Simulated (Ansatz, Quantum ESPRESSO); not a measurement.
**CaO (Lime): third-order response**

Which lines does CaO (Lime) show in Raman and infrared spectra?

Program: Quantum ESPRESSO 8.0 development, patched. Level of theory: DFT LDA, scalar-relativistic, plane waves, PseudoDojo norm-conserving pseudopotentials. Results are calculated unless marked as measured.

## Step 1: Starting point

Symmetry: Fm-3m, No. 225, cubic system. The conventional cell has a = 4.813 Å, b = 4.813 Å, c = 4.813 Å, α = 90.00°, β = 90.00°, γ = 90.00°. Nearest to Ca lie 6 O at 2.41 Å. Nearest to O lie 6 Ca at 2.41 Å. Farther neighbours and most contacts between anions are not listed.

Structure file:

```
Ca O
1.0
    -2.40650    0.00000    2.40650
     0.00000    2.40650    2.40650
    -2.40650    2.40650    0.00000
Ca O
1 1
Direct
  0.00000 0.00000 0.00000
  0.50000 0.50000 0.50000
```

## Step 2: A probe with smearing

A cheap run with smearing and empty bands tells whether the crystal has a gap, which decides between fixed occupations and smearing later on.

Input file probe.in:

```
&CONTROL
  calculation = 'scf'
  prefix      = 'x'
  outdir      = './tmp'
  pseudo_dir  = './pseudo'
  tprnfor     = .true.
  tstress     = .true.
  verbosity   = 'high'
/
&SYSTEM
  ibrav       = 2
  celldm(1)   = 9.09525184
  nat         = 2
  ntyp        = 2
  ecutwfc     = 84.0
  occupations = 'smearing'
  smearing    = 'gaussian'
  degauss     = 0.01
/
&ELECTRONS
  conv_thr         = 1.0d-07
  mixing_beta      = 0.7
  electron_maxstep = 100
/
ATOMIC_SPECIES
 Ca     40.0780  Ca.upf
 O      15.9990  O.upf
ATOMIC_POSITIONS crystal
 Ca     0.000000000   0.000000000   0.000000000
 O      0.500000000   0.500000000   0.500000000
K_POINTS automatic
 6 6 6 0 0 0
```

Command:

```console
$ OMP_NUM_THREADS=1 mpirun -n 2 pw.x -nk 2 -in probe.in > probe.out
```

The program printed:

```text
[banners, grids, parts of the stress and lines that vanish by symmetry left out]
Program PWSCF v.8.0dev
     bravais-lattice index     =            2
     lattice parameter (alat)  =       9.0953  a.u.
[...]
kinetic-energy cutoff     =      84.0000  Ry
     charge density cutoff     =     336.0000  Ry
     scf convergence threshold =      1.0E-07
[...]
Exchange-correlation= SLA-PW-NOGX-NOGC
                           (   1   4   0   0   0   0   0)
[...]
48 Sym. Ops., with inversion, found
[...]
(     0          1          0      )
                  (     0          0          1      )
[...]
(  0.0000000  1.0000000  0.0000000 )
                  (  0.0000000  0.0000000  1.0000000 )
[...]
(     1          0         -1      )
                  (     0          0         -1      )
[...]
(  0.0000000 -1.0000000  0.0000000 )
[...]
(     0          1         -1      )
                  (     0          1          0      )
[...]
( -1.0000000  0.0000000  0.0000000 )
                  (  0.0000000  1.0000000  0.0000000 )
[...]
number of k points=    16  Gaussian smearing, width (Ry)=  0.0100
[...]
End of self-consistent calculation
[...]
the Fermi energy is     9.0721 ev
!    total energy              =    -110.66383837 Ry
[...]
convergence has been achieved in   8 iterations
[...]
atom    1 type  1   force =     0.00000000    0.00000000   -0.00000000
     atom    2 type  2   force =     0.00000000    0.00000000    0.00000000
[...]
Total force =     0.000000     Total SCF correction =     0.000000
[...]
total   stress  (Ry/bohr**3)                   (kbar)     P=      -76.23
[...]
XML data file, charge density, pseudopotentials, collected wavefunctions

   JOB DONE.
```

It took 4.5 s on 2 MPI ranks of Intel Xeon Platinum 8375C at 2.90GHz (Ice Lake), shared host; 8.6 s of CPU time.

Read from the output:

```yaml
volume_per_atom: 13.94 Å³
pressure: -7.623 GPa
gap_on_the_k_mesh: 3.494 eV
```

A gap of 3.5 eV opens on this mesh, so the crystal is taken as an insulator; the start stands at -7.6 GPa.

## Step 3: Relaxing the cell and atoms

The relaxation runs at a cutoff a fifth above that of the response, since stress converges more slowly with the basis than frequencies do. Forces and stress are brought to rest with tight thresholds.

Input file relax.in:

```
&CONTROL
  calculation   = 'vc-relax'
  prefix        = 'x'
  outdir        = './tmp'
  pseudo_dir    = './pseudo'
  tprnfor       = .true.
  tstress       = .true.
  forc_conv_thr = 2.0d-05
  etot_conv_thr = 1.0d-07
  nstep         = 40
/
&SYSTEM
  ibrav       = 2
  celldm(1)   = 9.09525184
  nat         = 2
  ntyp        = 2
  ecutwfc     = 101
  occupations = 'fixed'
  nbnd        = 10
/
&ELECTRONS
  conv_thr         = 1.0d-11
  mixing_beta      = 0.7
  electron_maxstep = 100
/
&IONS
/
&CELL
  press_conv_thr = 0.2
/
ATOMIC_SPECIES
 Ca     40.0780  Ca.upf
 O      15.9990  O.upf
ATOMIC_POSITIONS crystal
 Ca     0.000000000   0.000000000   0.000000000
 O      0.500000000   0.500000000   0.500000000
K_POINTS automatic
 8 8 8 0 0 0
```

Command:

```console
$ OMP_NUM_THREADS=1 mpirun -n 2 pw.x -nk 2 -in relax.in > relax.out
```

The program printed:

```text
[banners, grids, parts of the stress and lines that vanish by symmetry left out]
[banner, memory and clock lines left out]
Program PWSCF v.8.0dev

[...]
kinetic-energy cutoff     =     101.0000  Ry
     charge density cutoff     =     404.0000  Ry
     scf convergence threshold =      1.0E-11
[...]
energy convergence thresh.=      1.0E-07
     force convergence thresh. =      2.0E-05
     press convergence thresh. =      2.0E-01
     Exchange-correlation= SLA-PW-NOGX-NOGC
                           (   1   4   0   0   0   0   0)
[...]
48 Sym. Ops., with inversion, found
[...]
number of k points=    29
[...]
End of self-consistent calculation
[...]
highest occupied, lowest unoccupied level (ev):     7.3371   10.8305
!    total energy              =    -110.66387065 Ry
[...]
convergence has been achieved in  13 iterations
[...]
atom    1 type  1   force =     0.00000000    0.00000000   -0.00000000
     atom    2 type  2   force =     0.00000000    0.00000000    0.00000000
     Total force =     0.000000     Total SCF correction =     0.000000
[...]
total   stress  (Ry/bohr**3)                   (kbar)     P=      -76.22
[...]
number of bfgs steps    =   0
[...]
CELL_PARAMETERS (alat=  9.09525184)
[...]
ATOMIC_POSITIONS (crystal)
Ca              -0.0000000000       -0.0000000000        0.0000000000
O                0.5000000000        0.5000000000        0.5000000000
[...]
New effective cutoffs (rho, wfc):  413.43  103.66
[...]
End of self-consistent calculation
[...]
highest occupied, lowest unoccupied level (ev):     7.7795   11.2536
!    total energy              =    -110.66665257 Ry
[...]
convergence has been achieved in   8 iterations
[...]
atom    1 type  1   force =     0.00000000    0.00000000    0.00000000
     atom    2 type  2   force =     0.00000000    0.00000000    0.00000000
     Total force =     0.000000     Total SCF correction =     0.000000
[...]
total   stress  (Ry/bohr**3)                   (kbar)     P=      -35.73
[...]
number of bfgs steps    =   1
[...]
CELL_PARAMETERS (alat=  9.09525184)
[...]
ATOMIC_POSITIONS (crystal)
Ca              -0.0000000000       -0.0000000000        0.0000000000
O                0.5000000000        0.5000000000        0.5000000000
[...]
New effective cutoffs (rho, wfc):  422.70  105.99
[...]
c_bands: 1 eigenvalues not converged on the other pools
[...]
End of self-consistent calculation
[...]
highest occupied, lowest unoccupied level (ev):     8.1711   11.6227
!    total energy              =    -110.66729817 Ry
[...]
convergence has been achieved in  13 iterations
[...]
atom    1 type  1   force =     0.00000000    0.00000000    0.00000000
     atom    2 type  2   force =    -0.00000000   -0.00000000   -0.00000000
     Total force =     0.000000     Total SCF correction =     0.000000
[...]
total   stress  (Ry/bohr**3)                   (kbar)     P=        4.88
[...]
number of bfgs steps    =   2
[...]
CELL_PARAMETERS (alat=  9.09525184)
[...]
ATOMIC_POSITIONS (crystal)
[...]
New effective cutoffs (rho, wfc):  421.59  105.71
[...]
End of self-consistent calculation
[...]
highest occupied, lowest unoccupied level (ev):     8.1239   11.5785
!    total energy              =    -110.66730903 Ry
[...]
convergence has been achieved in   9 iterations
[...]
atom    1 type  1   force =     0.00000000    0.00000000    0.00000000
     atom    2 type  2   force =     0.00000000    0.00000000    0.00000000
     Total force =     0.000000     Total SCF correction =     0.000000
[...]
total   stress  (Ry/bohr**3)                   (kbar)     P=       -0.25
[...]
number of bfgs steps    =   3
[...]
CELL_PARAMETERS (alat=  9.09525184)
[...]
ATOMIC_POSITIONS (crystal)
[...]
New effective cutoffs (rho, wfc):  421.65  105.72
[...]
End of self-consistent calculation
[...]
highest occupied, lowest unoccupied level (ev):     8.1262   11.5807
!    total energy              =    -110.66730906 Ry
[...]
convergence has been achieved in   5 iterations
[...]
atom    1 type  1   force =     0.00000000    0.00000000    0.00000000
     atom    2 type  2   force =    -0.00000000   -0.00000000   -0.00000000
     Total force =     0.000000     Total SCF correction =     0.000000
[...]
total   stress  (Ry/bohr**3)                   (kbar)     P=       -0.00
[...]
bfgs converged in   5 scf cycles and   4 bfgs steps
[...]
End of BFGS Geometry Optimization
     Final enthalpy           =    -110.6673090560 Ry
     File ./tmp/x.bfgs deleted, as requested
[...]
CELL_PARAMETERS (alat=  9.09525184)
[...]
ATOMIC_POSITIONS (crystal)
Ca              -0.0000000000        0.0000000000       -0.0000000000
O                0.5000000000        0.5000000000        0.5000000000
[...]
Final scf calculation at the relaxed structure.
[...]
kinetic-energy cutoff     =     101.0000  Ry
     charge density cutoff     =     404.0000  Ry
     scf convergence threshold =      1.0E-13
[...]
press convergence thresh. =      2.0E-01
     Exchange-correlation= SLA-PW-NOGX-NOGC
                           (   1   4   0   0   0   0   0)
[...]
48 Sym. Ops., with inversion, found
[...]
number of k points=    29
[...]
c_bands: 1 eigenvalues not converged on the other pools
[...]
End of self-consistent calculation
[...]
highest occupied, lowest unoccupied level (ev):     8.1262   11.5807
!    total energy              =    -110.66730707 Ry
[...]
convergence has been achieved in  14 iterations
[...]
atom    1 type  1   force =    -0.00000000    0.00000000    0.00000000
     atom    2 type  2   force =     0.00000000    0.00000000    0.00000000
     Total force =     0.000000     Total SCF correction =     0.000000
[...]
total   stress  (Ry/bohr**3)                   (kbar)     P=       -0.01
[...]
XML data file, charge density, pseudopotentials, collected wavefunctions
```

The job ended after 52 s (2 MPI ranks).

The steps of the relaxation:

```csv
step,energy less that of the first step (eV),largest force (eV/Å),pressure (GPa),volume (Å³)
1,0.0000,0.0000,-7.62,27.87
2,-0.0378,0.0000,-3.57,26.80
3,-0.0466,0.0000,0.49,25.93
4,-0.0468,0.0000,-0.03,26.03
5,-0.0468,0.0000,0.00,26.02
6,-0.0468,0.0000,0.00,26.02
```

```csv
"conventional cell, symmetrised",before,after,change
a (Å),4.813,4.704,-2.3 %
b (Å),4.813,4.704,-2.3 %
c (Å),4.813,4.704,-2.3 %
volume (Å³/atom),13.94,13.01,-6.6 %
```

The relaxed structure:

```
Ca O
1.0
    -2.35206    0.00000    2.35206
     0.00000    2.35206    2.35206
    -2.35206    2.35206    0.00000
Ca O
1 1
Direct
  0.00000 0.00000 0.00000
  0.50000 0.50000 0.50000
```

The last row of the table of steps is pw.x's closing run on a basis chosen anew for the final cell, so its energy can jump.

This step gave:

```
volume per atom   : 13.01 Å³
pressure          : -0.001 GPa
gap on the k-mesh : 3.454 eV
```

The volume changes by -6.6 % from the cell with which this run began.

## Step 4: Ground state

The response is built on this ground state, so it is converged far tighter than an energy would need. With a gap, occupations are fixed, which also allows the response to an electric field.

Input file scf.in:

```
&CONTROL
  calculation = 'scf'
  prefix      = 'x'
  outdir      = './tmp'
  pseudo_dir  = './pseudo'
  tprnfor     = .true.
  tstress     = .true.
/
&SYSTEM
  ibrav       = 2
  celldm(1)   = 8.88950538
  nat         = 2
  ntyp        = 2
  ecutwfc     = 84.0
  occupations = 'fixed'
  nbnd        = 10
/
&ELECTRONS
  conv_thr         = 1.0d-12
  mixing_beta      = 0.7
  electron_maxstep = 100
/
ATOMIC_SPECIES
 Ca     40.0780  Ca.upf
 O      15.9990  O.upf
ATOMIC_POSITIONS crystal
 Ca     0.000000000   0.000000000   0.000000000
 O      0.500000000   0.500000000   0.500000000
K_POINTS automatic
 8 8 8 0 0 0
```

Command:

```console
$ OMP_NUM_THREADS=1 mpirun -n 2 pw.x -nk 2 -in scf.in > scf.out
```

The program printed:

```text
[banners, grids, parts of the stress and lines that vanish by symmetry left out]
[banner, memory and clock lines left out]
Program PWSCF v.8.0dev

[...]
kinetic-energy cutoff     =      84.0000  Ry
     charge density cutoff     =     336.0000  Ry
     scf convergence threshold =      1.0E-12
[...]
Exchange-correlation= SLA-PW-NOGX-NOGC
                           (   1   4   0   0   0   0   0)
[...]
48 Sym. Ops., with inversion, found
[...]
number of k points=    29
[...]
c_bands: 1 eigenvalues not converged on the other pools
[...]
End of self-consistent calculation
[...]
highest occupied, lowest unoccupied level (ev):     8.1262   11.5807
!    total energy              =    -110.66728575 Ry
[...]
convergence has been achieved in  13 iterations
[...]
atom    1 type  1   force =    -0.00000000   -0.00000000    0.00000000
     atom    2 type  2   force =    -0.00000000   -0.00000000   -0.00000000
     Total force =     0.000000     Total SCF correction =     0.000000
[...]
total   stress  (Ry/bohr**3)                   (kbar)     P=       -0.29
[...]
XML data file, charge density, pseudopotentials, collected wavefunctions
```

Run time: 8.9 s. Hardware: 2 MPI ranks.

Read from the output:

* pressure: -0.02900 GPa

The cell stands at -0.029 GPa, close enough for phonons.

[end of part 1 of 3]

[Host names and launcher messages were left out of these logs when they were recorded.]

[Logs are printed without paths, hosts, clocks, repeated set-up lines and the standing remarks that a program may print on its own settings, such as how far it seeks lower states.]

[Hosts, paths, dates, database ids (printed as entryN), source tags and the programs' standing remarks are cut or masked in the printed files.]
